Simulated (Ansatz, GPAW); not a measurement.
# Dielectric function and optical constants of CrSnS3 (model structure)

Aim: the dielectric function of CrSnS3 (model structure), and the optical constants that follow from it. The structure is a model built here, which may or may not match a known phase. It was built so: All O replaced by S and Pb replaced by Sn in the Pm-3m structure of CrPbO3. The cell is first relaxed with Ansatz.

Program: GPAW 26.7.0. Level of theory: DFT, RPBE, plane-wave PAW (GPAW data sets), scalar-relativistic, RPA, optical limit. Results are calculated unless marked as measured.

### Step 1. The structure

It takes space group Pm-3m (No. 221, cubic). Conventional cell: a = 4.720 Å, b = 4.720 Å, c = 4.720 Å, α = 90.00°, β = 90.00°, γ = 90.00°. Nearest to Sn lie 12 S at 3.34 Å. Nearest to Cr lie 6 S at 2.36 Å. S has 2 Cr at 2.36 Å nearest. All O replaced by S and Pb replaced by Sn in the Pm-3m structure of CrPbO3. Farther neighbours and most contacts between anions are not listed.

Coordinates:

```cif
data_structure
_symmetry_space_group_name_H-M 'P 1'
_symmetry_Int_Tables_number 1
_cell_length_a 4.7199
_cell_length_b 4.7199
_cell_length_c 4.7199
_cell_angle_alpha 90.000
_cell_angle_beta 90.000
_cell_angle_gamma 90.000
_cell_volume 105.15
loop_
_atom_site_label
_atom_site_type_symbol
_atom_site_fract_x
_atom_site_fract_y
_atom_site_fract_z
_atom_site_occupancy
Sn1 Sn 0.50000 0.50000 0.50000 1
Cr2 Cr 0.00000 0.00000 0.00000 1
S3 S 0.50000 0.00000 0.00000 1
S4 S 0.00000 0.50000 0.00000 1
S5 S 0.00000 0.00000 0.50000 1
```

### Step 2. Relaxation

Spectra hang on bond lengths, so the cell is first brought to its minimum.

This step: DFT, RPBE, plane-wave PAW, default files, scalar-relativistic, relaxation (Ansatz 0.2.0).

File input.yaml:

```yaml
crystal:
  lattice:
    - [4.71993204, 0.0, 0.0]
    - [0.0, 4.71993204, 0.0]
    - [0.0, 0.0, 4.71993204]
  atoms:
    - { symbol: Sn, position: [0.5, 0.5, 0.5] }
    - { symbol: Cr, position: [0.0, 0.0, 0.0], spin: 3.0 }
    - { symbol: S, position: [0.5, 0.0, 0.0] }
    - { symbol: S, position: [0.0, 0.5, 0.0] }
    - { symbol: S, position: [0.0, 0.0, 0.5] }
magnetization:
  spin_polarized: true
kpoints:
  mp_grid: { grid: [5, 5, 5] }
scf:
  occupations: { method: fermi_dirac, width: 0.05 }
hamiltonian:
  xc: rpbe
output:
  forces: true
  stress: true
relax:
  f_tol: 0.02
  max_steps: 50
  cell: {}
```

Run with:

```bash
> ansatz run input.yaml --threads 1 --pin off --max-ram 4096MiB --backend cpu --events-out ev --progress --plain --runs-dir out
```

Numbers of over 12 decimals in the logs are rounded to 6 here.

Output:

```text
Engine: ansatz 0.2.0, aarch64-unknown-linux-gnu
Pseudopotentials: kind: paw
Pseudopotential: Sn, paw, valence charge 14, recommended cutoff 420 eV (normal), Sn.paw.azcp
Pseudopotential: Cr, paw, valence charge 14, recommended cutoff 420 eV (normal), Cr.paw.azcp
Pseudopotential: S, paw, valence charge 6, recommended cutoff 420 eV (normal), S.paw.azcp
Functional definition: RPBE
  parameter kappa = 0.804
  parameter beta = 0.066725
  exchange = rpbe_x(kappa = kappa, mu = beta*pi^2/3)
  correlation = pbe_c(beta = beta)
Crystal: 5 atoms, lattice volume = 105.150 Å³
Basis set: ecut = 420 eV, 2103 PW (Γ), exchange–correlation on 64×64×64 points (8 copies of the dense FFT grid, shifted against one another)
Bands: 30, of which v1, the nominal top of the filled ones, is band 23 counted from 1 (22 counted from 0)
Symmetry: 48 space group operations
Space group: Pm-3m (ITA 221), of the structure as read, at distance tolerance 4.7e-5 Å
Magnetic group: BNS 221.92 (UNI 1594), of the structure as read, at distance tolerance 4.7e-5 Å
k-points: 10 of 125
Non-local potential: Sn, projectors of the file, l = 0: 2, l = 1: 2, l = 2: 2, l = 3: 2
Non-local potential: Cr, projectors of the file, l = 0: 3, l = 1: 2, l = 2: 3, l = 3: 1
Non-local potential: S, projectors of the file, l = 0: 2, l = 1: 2, l = 2: 2
PAW form: soft (Blöchl's): semilocal exchange-correlation on the pseudo side does not see the compensation charge
PAW frozen core: Sn, regenerated for the run's functional, and the local potential with it (the file was generated under x = pbe(κ = 0.804, μ = 0.219515), c = pbe(β = 0.066725))
PAW frozen core: Cr, regenerated for the run's functional, and the local potential with it (the file was generated under x = pbe(κ = 0.804, μ = 0.219515), c = pbe(β = 0.066725))
PAW frozen core: S, regenerated for the run's functional, and the local potential with it (the file was generated under x = pbe(κ = 0.804, μ = 0.219515), c = pbe(β = 0.066725))
PAW one-centre angular grid: Sn, 590 points (default); XC on 64 Gauss nodes
PAW one-centre angular grid: Cr, 590 points (default); XC on 64 Gauss nodes
PAW one-centre angular grid: S, 110 points (default); XC on 64 Gauss nodes
Initial density: superposition of atomic densities (chi_scale 0.1, normalization cell, long waves kept (reshape's long-wave potential 0.02 eV rms))
Starting moments: Σ|m| = 3 μB on 1 of 5 sites
Initial wavefunctions: pseudopotential atomic-orbital guess
Functional: x = rpbe, c = pbe(β = 0.066725)
SCF iter   1: F=—  HF=-12134.233715 eV  |F-HF|=—  |Δ(HF+E_count)|=         —  Δρ=2.84e-2 (↑2.84e-2 ↓2.84e-2)  dr2=6.38e0  dr2_m=6.64e-2  M=2.310 μB ∫|m|=2.777 μB  β_m=0.30  ethr=3.10e-3  ⟨swp⟩=6.8  Hψ=2610  notcnv=0
Mixer restart at iter 1: flushing history
preconditioner: auto → Kerker (q_TF=auto, 2.377 Å⁻¹)  [metal: Δε(μ)=0.015 eV  Ē_g=11.126 eV  σ=0.050 eV  W_gap=0.07  n_scr=26 (ndim 8)  ℏωp=22.3 eV  f_vac=0.000  D(μ)=8.63/eV (n_scr^D=92)]
spin=Collinear: Kerker preconditioning applied to the charge; magnetization (m = ρ↑ − ρ↓) channel mixes plain (no charge-response kernel on spin).
SCF iter   2: F=—  HF=-12133.404377 eV  |F-HF|=—  |Δ(HF+E_count)|=   8.29e-1  Δρ=1.91e-2 (↑1.55e-2 ↓1.91e-2)  dr2=3.21e0  dr2_m=4.90e-2  M=2.503 μB ∫|m|=2.863 μB  β_m=0.48  ethr=3.10e-3  ⟨swp⟩=2.7  Hψ=1120  notcnv=0  defer=23
SCF iter   3: F=—  HF=-12132.597876 eV  |F-HF|=—  |Δ(HF+E_count)|=   8.07e-1  Δρ=9.74e-3 (↑8.58e-3 ↓9.74e-3)  dr2=9.82e-1  dr2_m=1.46e-2  M=2.589 μB ∫|m|=2.929 μB  β_m=0.61  ethr=3.10e-3  ⟨swp⟩=3.1  Hψ=930  notcnv=0  defer=23
SCF iter   4: F=—  HF=-12132.281124 eV  |F-HF|=—  |Δ(HF+E_count)|=   3.17e-1  Δρ=2.92e-3 (↑2.88e-3 ↓2.92e-3)  dr2=7.12e-2  dr2_m=7.01e-4  M=2.699 μB ∫|m|=3.031 μB  β_m=0.75  ethr=2.13e-3  ⟨swp⟩=3.2  Hψ=1084  notcnv=0  defer=18
SCF iter   5: F=—  HF=-12132.266865 eV  |F-HF|=—  |Δ(HF+E_count)|=         —  Δρ=4.18e-3 (↑4.18e-3 ↓8.42e-4)  dr2=2.30e-2  dr2_m=3.95e-3  M=2.649 μB ∫|m|=2.973 μB  β_m=0.75  ethr=1.55e-4  ⟨swp⟩=2.4  Hψ=1011  notcnv=0  defer=17
Mixer restart at iter 5: flushing history
SCF iter   6: F=—  HF=-12132.275579 eV  |F-HF|=—  |Δ(HF+E_count)|=   8.71e-3  Δρ=2.97e-3 (↑2.97e-3 ↓6.48e-4)  dr2=7.97e-3  dr2_m=2.07e-3  M=2.699 μB ∫|m|=3.022 μB  β_m=0.61  ethr=4.99e-5  ⟨swp⟩=2.2  Hψ=1207  notcnv=0  defer=17
SCF iter   7: F=—  HF=-12132.273141 eV  |F-HF|=—  |Δ(HF+E_count)|=   2.44e-3  Δρ=8.67e-4 (↑8.67e-4 ↓3.32e-4)  dr2=1.71e-3  dr2_m=1.35e-4  M=2.666 μB ∫|m|=2.990 μB  β_m=0.75  ethr=1.73e-5  ⟨swp⟩=2.0  Hψ=1174  notcnv=0  defer=17
SCF iter   8: F=—  HF=-12132.273531 eV  |F-HF|=—  |Δ(HF+E_count)|=   3.89e-4  Δρ=5.59e-4 (↑5.59e-4 ↓1.14e-4)  dr2=3.71e-4  dr2_m=7.40e-5  M=2.675 μB ∫|m|=3.000 μB  β_m=0.87  ethr=3.73e-6  ⟨swp⟩=2.1  Hψ=875  notcnv=0  defer=17
SCF iter   9: F=—  HF=-12132.273580 eV  |F-HF|=—  |Δ(HF+E_count)|=   4.97e-5  Δρ=2.95e-4 (↑2.95e-4 ↓5.30e-5)  dr2=1.14e-4  dr2_m=1.91e-5  M=2.672 μB ∫|m|=2.999 μB  β_m=0.94  ethr=8.06e-7  ⟨swp⟩=1.2  Hψ=614  notcnv=0  defer=17
SCF iter  10: F=—  HF=-12132.273577 eV  |F-HF|=—  |Δ(HF+E_count)|=   3.79e-6  Δρ=5.71e-5 (↑5.71e-5 ↓2.74e-5)  dr2=2.57e-6  dr2_m=1.46e-6  M=2.666 μB ∫|m|=2.997 μB  β_m=0.97  ethr=2.47e-7  ⟨swp⟩=2.1  Hψ=902  notcnv=0  defer=17
SCF iter  11: F=—  HF=-12132.274289 eV  |F-HF|=—  |Δ(HF+E_count)|=   7.13e-4  Δρ=2.83e-5 (↑2.83e-5 ↓2.40e-5)  dr2=1.15e-7  dr2_m=6.01e-7  M=2.663 μB ∫|m|=2.996 μB  β_m=0.98  ethr=5.58e-9  ⟨swp⟩=2.0  Hψ=1082  notcnv=0  defer=17
SCF iter  12: F=—  HF=-12132.274292 eV  |F-HF|=—  |Δ(HF+E_count)|=   3.16e-6  Δρ=2.71e-5 (↑2.62e-5 ↓2.71e-5)  dr2=5.02e-7  dr2_m=5.86e-7  M=2.657 μB ∫|m|=2.996 μB  β_m=0.98  ethr=2.51e-10  ⟨swp⟩=3.1  Hψ=1365  notcnv=0  defer=17
SCF iter  13: F=—  HF=-12132.274297 eV  |F-HF|=—  |Δ(HF+E_count)|=   4.72e-6  Δρ=3.07e-5 (↑3.07e-5 ↓2.63e-5)  dr2=1.07e-6  dr2_m=5.59e-7  M=2.649 μB ∫|m|=2.997 μB  β_m=0.17  ethr=2.51e-10  ⟨swp⟩=3.0  Hψ=1324  notcnv=0  defer=17
SCF iter  14: F=—  HF=-12132.274300 eV  |F-HF|=—  |Δ(HF+E_count)|=   2.67e-6  Δρ=1.95e-5 (↑1.87e-5 ↓1.95e-5)  dr2=9.80e-8  dr2_m=3.30e-7  M=2.643 μB ∫|m|=2.998 μB  β_m=0.15  ethr=2.51e-10  ⟨swp⟩=3.0  Hψ=1305  notcnv=0  defer=17
SCF iter  15: F=—  HF=-12132.274306 eV  |F-HF|=—  |Δ(HF+E_count)|=         —  Δρ=4.05e-5 (↑4.05e-5 ↓3.95e-5)  dr2=5.22e-8  dr2_m=1.52e-6  M=2.630 μB ∫|m|=3.000 μB  β_m=0.71  ethr=2.13e-10  ⟨swp⟩=3.0  Hψ=1369  notcnv=0  defer=17
Mixer restart at iter 15: flushing history
[...]
SCF iter  10: F=—  HF=-12132.276356 eV  |F-HF|=—  |Δ(HF+E_count)|=   1.03e-6  Δρ=6.32e-6 (↑5.85e-6 ↓6.32e-6)  dr2=2.02e-8  dr2_m=3.23e-8  M=2.655 μB ∫|m|=2.974 μB  β_m=0.15  ethr=3.54e-11  ⟨swp⟩=3.1  Hψ=1374  notcnv=0
SCF iter  11: F=—  HF=-12132.276357 eV  |F-HF|=—  |Δ(HF+E_count)|=   4.15e-7  Δρ=5.34e-6 (↑5.28e-6 ↓5.34e-6)  dr2=2.59e-9  dr2_m=2.61e-8  M=2.658 μB ∫|m|=2.974 μB  β_m=0.31  ethr=3.54e-11  ⟨swp⟩=3.1  Hψ=1367  notcnv=0
SCF iter  12: F=—  HF=-12132.276358 eV  |F-HF|=—  |Δ(HF+E_count)|=   9.20e-7  Δρ=3.85e-6 (↑3.07e-6 ↓3.85e-6)  dr2=5.08e-9  dr2_m=1.03e-8  M=2.667 μB ∫|m|=2.975 μB  β_m=0.84  ethr=5.63e-12  ⟨swp⟩=4.0  Hψ=1648  notcnv=0
SCF iter  13: F=—  HF=-12132.276358 eV  |F-HF|=—  |Δ(HF+E_count)|=   5.77e-7  Δρ=1.45e-6 (↑9.21e-7 ↓1.45e-6)  dr2=1.90e-9  dr2_m=9.40e-10  M=2.681 μB ∫|m|=2.976 μB  β_m=0.92  ethr=5.63e-12  ⟨swp⟩=4.6  Hψ=1866  notcnv=0
SCF iter  14: F=-12132.276358 eV  HF=-12132.276358 eV  |F-HF|=4.58e-9  |Δ(HF+E_count)|=   9.42e-9  Δρ=1.17e-6 (↑1.17e-6 ↓8.76e-7)  dr2=5.09e-9  dr2_m=1.90e-10  M=2.677 μB ∫|m|=2.976 μB  ethr=4.12e-12  ⟨swp⟩=1.0  Hψ=2191  notcnv=0
SCF 3 converged in 14 iterations: F = -12132.276358 eV  dr2 = 5.09e-9
relax step   3: F+E_penalty+E_count = -12132.27635824 eV  Δ(F+E_penalty+E_count) = -1.964e-4 eV  max|allowed force component| = 2.873e-30 eV/Å  Δτ_max = 0.0000 Å  P = +0.001 GPa  Ω = 104.143 Å³  energy of the carried Pulay correction = +1.573e-4 eV  (14 SCF iters, dr2 threshold 7.29e-8 eV, accepted)
Initial wavefunctions: pseudopotential atomic-orbital guess (no wavefunctions were taken with the density)
iter 1 solved again at ethr=1.06e-7 eV; its pass at ethr=3.10e-3 eV (dr2=4.86e-5 eV) is discarded
SCF iter   1: F=—  HF=-12132.276189 eV  |F-HF|=—  |Δ(HF+E_count)|=         —  Δρ=6.09e-6 (↑5.23e-6 ↓6.09e-6)  dr2=4.33e-8  dr2_m=5.52e-9  M=2.677 μB ∫|m|=2.976 μB  β_m=0.65  ethr=1.06e-7  ⟨swp⟩=3.6  Hψ=4263  notcnv=0
preconditioner: auto → Kerker (q_TF=auto, 2.261 Å⁻¹)  [metal: Δε(μ)=0.026 eV  Ē_g=11.648 eV  σ=0.050 eV  W_gap=0.13  n_scr=18 (ndim 8)  ℏωp=22.4 eV  f_vac=0.000  D(μ)=6.99/eV (n_scr^D=80)]
spin=Collinear: Kerker preconditioning applied to the charge; magnetization (m = ρ↑ − ρ↓) channel mixes plain (no charge-response kernel on spin).
SCF iter   2: F=—  HF=-12132.276191 eV  |F-HF|=—  |Δ(HF+E_count)|=   2.61e-6  Δρ=2.52e-6 (↑1.86e-6 ↓2.52e-6)  dr2=3.99e-9  dr2_m=9.12e-10  M=2.677 μB ∫|m|=2.976 μB  β_m=0.56  ethr=9.42e-11  ⟨swp⟩=2.4  Hψ=1048  notcnv=0
SCF iter   3: F=—  HF=-12132.276191 eV  |F-HF|=—  |Δ(HF+E_count)|=   8.67e-9  Δρ=9.75e-7 (↑9.63e-7 ↓9.75e-7)  dr2=7.46e-10  dr2_m=3.59e-10  M=2.677 μB ∫|m|=2.976 μB  β_m=0.75  ethr=8.68e-12  ⟨swp⟩=2.0  Hψ=1046  notcnv=0
SCF iter   4: F=—  HF=-12132.276191 eV  |F-HF|=—  |Δ(HF+E_count)|=   6.77e-9  Δρ=9.66e-7 (↑9.66e-7 ↓5.77e-7)  dr2=1.92e-9  dr2_m=2.96e-10  M=2.677 μB ∫|m|=2.976 μB  β_m=0.87  ethr=1.62e-12  ⟨swp⟩=2.0  Hψ=1061  notcnv=0
SCF iter   5: F=—  HF=-12132.276191 eV  |F-HF|=—  |Δ(HF+E_count)|=   3.40e-9  Δρ=5.41e-7 (↑4.89e-7 ↓5.41e-7)  dr2=4.87e-10  dr2_m=2.00e-10  M=2.677 μB ∫|m|=2.976 μB  β_m=0.94  ethr=1.62e-12  ⟨swp⟩=2.0  Hψ=1071  notcnv=0
SCF iter   6: F=—  HF=-12132.276191 eV  |F-HF|=—  |Δ(HF+E_count)|=  3.44e-10  Δρ=4.72e-7 (↑4.12e-7 ↓4.72e-7)  dr2=2.36e-10  dr2_m=1.62e-10  M=2.677 μB ∫|m|=2.976 μB  β_m=0.97  ethr=1.06e-12  ⟨swp⟩=2.0  Hψ=989  notcnv=0
SCF iter   7: F=—  HF=-12132.276191 eV  |F-HF|=—  |Δ(HF+E_count)|=  8.11e-10  Δρ=4.66e-7 (↑4.66e-7 ↓3.61e-7)  dr2=6.67e-11  dr2_m=1.55e-10  M=2.678 μB ∫|m|=2.976 μB  β_m=0.98  ethr=1.00e-12  ⟨swp⟩=2.0  Hψ=1058  notcnv=0
SCF iter   8: F=—  HF=-12132.276191 eV  |F-HF|=—  |Δ(HF+E_count)|=  6.84e-10  Δρ=4.38e-7 (↑4.38e-7 ↓3.62e-7)  dr2=6.84e-11  dr2_m=1.42e-10  M=2.678 μB ∫|m|=2.976 μB  β_m=0.99  ethr=1.00e-12  ⟨swp⟩=2.0  Hψ=890  notcnv=0
SCF iter   9: F=—  HF=-12132.276191 eV  |F-HF|=—  |Δ(HF+E_count)|=   2.51e-9  Δρ=3.39e-7 (↑3.39e-7 ↓2.61e-7)  dr2=3.81e-11  dr2_m=7.83e-11  M=2.678 μB ∫|m|=2.976 μB  β_m=1.00  ethr=1.00e-12  ⟨swp⟩=3.4  Hψ=1145  notcnv=0
SCF iter  10: F=—  HF=-12132.276191 eV  |F-HF|=—  |Δ(HF+E_count)|=   2.94e-9  Δρ=1.80e-7 (↑1.80e-7 ↓7.52e-8)  dr2=6.76e-11  dr2_m=6.69e-12  M=2.679 μB ∫|m|=2.976 μB  β_m=1.00  ethr=1.00e-12  ⟨swp⟩=3.0  Hψ=1360  notcnv=0
SCF iter  11: F=—  HF=-12132.276191 eV  |F-HF|=—  |Δ(HF+E_count)|=  1.16e-10  Δρ=2.54e-8 (↑2.54e-8 ↓1.25e-8)  dr2=1.55e-12  dr2_m=1.51e-13  M=2.679 μB ∫|m|=2.976 μB  β_m=1.00  ethr=1.00e-12  ⟨swp⟩=2.0  Hψ=895  notcnv=0
SCF iter  12: F=-12132.276191 eV  HF=-12132.276191 eV  |F-HF|=1.09e-11  |Δ(HF+E_count)|=    0.00e0  Δρ=8.32e-8 (↑8.32e-8 ↓2.45e-8)  dr2=1.63e-11  dr2_m=9.98e-13  M=2.679 μB ∫|m|=2.976 μB  ethr=1.00e-12  ⟨swp⟩=2.9  Hψ=1805  notcnv=0
SCF 4 converged in 12 iterations: F = -12132.276191 eV  dr2 = 1.63e-11
relax step   4: F+E_penalty+E_count = -12132.27619133 eV  Δ(F+E_penalty+E_count) = +1.669e-4 eV  max|allowed force component| = 7.889e-30 eV/Å  Δτ_max = 0.0000 Å  P = +0.000 GPa  Ω = 104.143 Å³  stress off target by 2.70e-4 GPa  SCF on the basis re-selected at this cell (its energy is not comparable with the rows above)  (12 SCF iters)
basis re-selected at this cell: Δ(F+E_penalty+E_count) = +1.669e-4 eV, ΔP = -0.000 GPa vs the last step (what re-selecting the basis moved, of the pressure what is left beyond the Pulay correction that the steps carried, after the strain that the cell walked since its last selection, with what the two solves' SCF thresholds leave and, on support functions, any second-order correction that the steps lacked; it is no m [...]
SCF converged after 12 iterations
Magnetization: 2.6788 μB (24.3394 up, 21.6606 down)
Absolute magnetization: 2.9757 μB (∫|ρ↑−ρ↓|, with the PAW one-centre terms)
Spin contamination: 0.1969 ħ² per cell (⟨S²⟩ above its minimum at these occupations)
Per-site moments (μB) at R_I (Å): [(0.058376, 1.372312), (2.370922, 0.970371), (-0.032586, 0.970371), (-0.032586, 0.970371), (-0.032586, 0.970371)]
Free energy (F): -12132.276191 eV
Harris-Foulkes:  -12132.276191 eV  (|F-HF|=1.09e-11)
Internal energy: -12132.222030 eV  (E = F + TS)
E sigma→0 (E₀):  -12132.249110 eV
Entropy (-TS):   -0.054162 eV (-10.832 meV/atom)
Fermi energy:    8.091583 eV
--- Per-component energies (eV) ---
  E_band       = -382.550084
  E_kinetic    = 841.455125
  E_local      = -3323.754912  (includes V_loc(G=0)·N_el)
  E_nonlocal   = 130.182511
  E_hartree    = 1551.495109
  E_xc         = -812.568785
  E_vxc        = -531.617876  (∫ρ·V_xc dr)
  E_paw        = -7151.043091  (= ΣΔE_a)
  E_vpaw       = -601.805769  (= ΣTr[D̂ρ^β])
  E_aug_tail   = 0.000390  (compensation charges beyond the density's cutoff)
  E_ewald      = -3367.854173
  E_core_change = -0.134204  (= ΣΔE_core)
  E_smearing   = -0.054162  (= −TS)
  E_closure    = -0.000000  (closes the sum)
  Σ components = -12132.276191   (vs F -12132.276191, Δ=0.00e0)
--- Forces (eV/Å), atoms counted from 1 ---
  atom   1  Sn     0.00000000     0.00000000     0.00000000
  atom   2  Cr     0.00000000     0.00000000    -0.00000000
  atom   3  S     -0.00000000     0.00000000     0.00000000
  atom   4  S      0.00000000    -0.00000000    -0.00000000
  atom   5  S      0.00000000    -0.00000000    -0.00000000
  max |Σ_I F_I| component: 7.89e-30 eV/Å
--- Stress (GPa, compression-positive) ---
        0.000270      -0.000000      -0.000000
       -0.000000       0.000270      -0.000000
       -0.000000      -0.000000       0.000270
  P = ⅓ Tr σ = 0.0003 GPa (0.003 kbar)
--- Relaxed structure (3 steps of the walk, 3 accepted, 1 SCFs on fresh bases) ---
  F+E_penalty+E_count = -12132.27619133 eV   max|allowed force component| = 7.889e-30 eV/Å   (the final SCF, on the basis selected at the relaxed cell)
  cell:  # Å, volume = 104.1433 Å³
    - [4.704828, 0, 0]
    - [0, 4.704828, 0.0]
    - [0, 0.0, 4.704828]
  atoms:
    - { symbol: Sn, position: [0.5, 0.5, 0.5] }
    - { symbol: Cr, position: [0, 0, 0] }
    - { symbol: S, position: [0.5, 0, 0] }
    - { symbol: S, position: [0, 0.5, 0] }
    - { symbol: S, position: [0, 0, 0.5] }
```

It took 27 s on 1 thread of Arm Neoverse V2, shared host; peak memory 0.4 GiB.

The steps of the relaxation:

| step | energy less that of the first step (eV) | largest force component (eV/Å) | pressure (GPa) | volume (Å³) |
| --- | --- | --- | --- | --- |
| 1 | 0.0000 | 0.0000 | -0.60 | 105.15 |
| 2 | -0.0018 | 0.0000 | -0.17 | 104.43 |
| 3 | -0.0020 | 0.0000 | 0.00 | 104.14 |
| 4* | -0.0019 | 0.0000 | 0.00 | 104.14 |

Relaxation steps marked * repeat the geometry before them on a plane-wave basis chosen anew for their cell, so energy and pressure can jump there.

Forces are held to the 48 operations that the run works with; a distortion that breaks them can't arise in this run.

| conventional cell, symmetrised | before | after | change |
| --- | --- | --- | --- |
| a (Å) | 4.720 | 4.705 | -0.3 % |
| b (Å) | 4.720 | 4.705 | -0.3 % |
| c (Å) | 4.720 | 4.705 | -0.3 % |
| volume (Å³/atom) | 21.03 | 20.83 | -1.0 % |

The relaxed structure:

```xyz
5
Lattice="4.7048 0.0000 0.0000 0.0000 4.7048 0.0000 0.0000 0.0000 4.7048" Properties=species:S:1:pos:R:3 pbc="T T T"
Sn    2.3524    2.3524    2.3524
Cr    0.0000    0.0000    0.0000
S     2.3524    0.0000    0.0000
S     0.0000    2.3524    0.0000
S     0.0000    0.0000    2.3524
```

The relaxation ends with a pressure of 0.00 GPa.

(Continued in part 2 of 3.)

[Machine, clock and banner lines and Python warnings are left out of the logs.]

[Logs are printed without paths, hosts, clocks, repeated set-up lines and the standing remarks that a program may print on its own settings, such as how far it seeks lower states.]

[Hosts, paths, dates, database ids (printed as entryN), source tags and the programs' standing remarks are cut or masked in the printed files.]
